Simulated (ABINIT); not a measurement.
### A GW chain in ABINIT: LiHF2 (C2/m)

The structure is monoclinic, space group C2/m (No. 12). The conventional cell has a = 5.095 Å, b = 3.070 Å, c = 4.903 Å, α = 90.00°, β = 121.02°, γ = 90.00°. Li has 6 F at 2.00 to 2.04 Å nearest. H has 2 F at 1.14 Å nearest. Nearest to F lie 1 H at 1.14 Å and 3 Li at 2.00 to 2.04 Å. Farther neighbours, and contacts between anions beyond the nearest, are not listed.

```
method               : RPA screening on PBEsol, plane waves, norm-conserving pseudopotentials (and 2 further levels or steps)
program              : ABINIT 10.8.3
settings             : cutoff 36 Ha, PseudoDojo scalar-relativistic 0.4.1 standard, norm-conserving, ngkpt (4, 4, 2), nband 30, ecuteps 3.9 Ha, inclvkb 2, shiftk (0, 0, 0), frequency ppm, 4×4×2 k-mesh
cost                 : 5 runs, 89 s in all on 4 MPI ranks of Intel Xeon Platinum 8259CL at 2.50GHz (Skylake/Cascade Lake), shared host
notes                : The program’s warnings: nkpt*nsppol () is not a multiple of nproc spkpt (). The cell and positions are those that the Materials Project relaxed with its own functionals (PBE, PBE+U or r2SCAN), kept fixed. The 4×4×2 mesh is coarse for this cell, which bears on the long-range parts of exchange and screening.
PBEsol gap           : 8.40 eV, indirect
G0W0 gap on the mesh : 12.64 eV
GW settings          : 4×4×2 mesh, 30 bands, screening to 106.1 eV, Godby-Needs plasmon pole
known limits         : short of the basis limit; coarse k mesh
```

G0W0 moves the gap on the mesh from 8.41 eV to 12.64 eV (+4.23 eV), with Z of 0.84 and 0.90 at the edges. Local fields lower the RPA ε∞ on this mesh from 2.14 to 2.05; a Γ-centred mesh this coarse tends to raise both, most where the direct gap is narrow, while a short band sum lowers them.

[Long decimals in the printed logs are rounded to 6 places.]

[Logs are printed without paths, hosts, clocks, repeated set-up lines and the standing remarks that a program may print on its own settings, such as how far it seeks lower states.]

[Paths, hosts, dates, memory and timing lines, banners, echoed tables and standing remarks are left out of the program output; an Ansatz launch command may be rebuilt from the run's recorded settings. Measured values are a selection of at most five: reports struck by readers or far from the other reports are left out. None is set beside runs whose start may be inverted or whose files or cutoffs have a known fault.]

[Runs of the session that timed out or met a known fault of the program may be left out.]

[Hosts, paths, dates, database ids (printed as entryN), source tags and the programs' standing remarks are cut or masked in the printed files.]

[G0W0 gaps are taken among the corrected bands and points alone; a level outside them can change the order at an edge.]

[Where Ansatz stands beside ABINIT at settings called matched, ABINIT's density can come from a denser mesh and the files from another edition; pairs whose starting gaps differed by over 0.03 eV were left out, so agreement reads better than it is.]
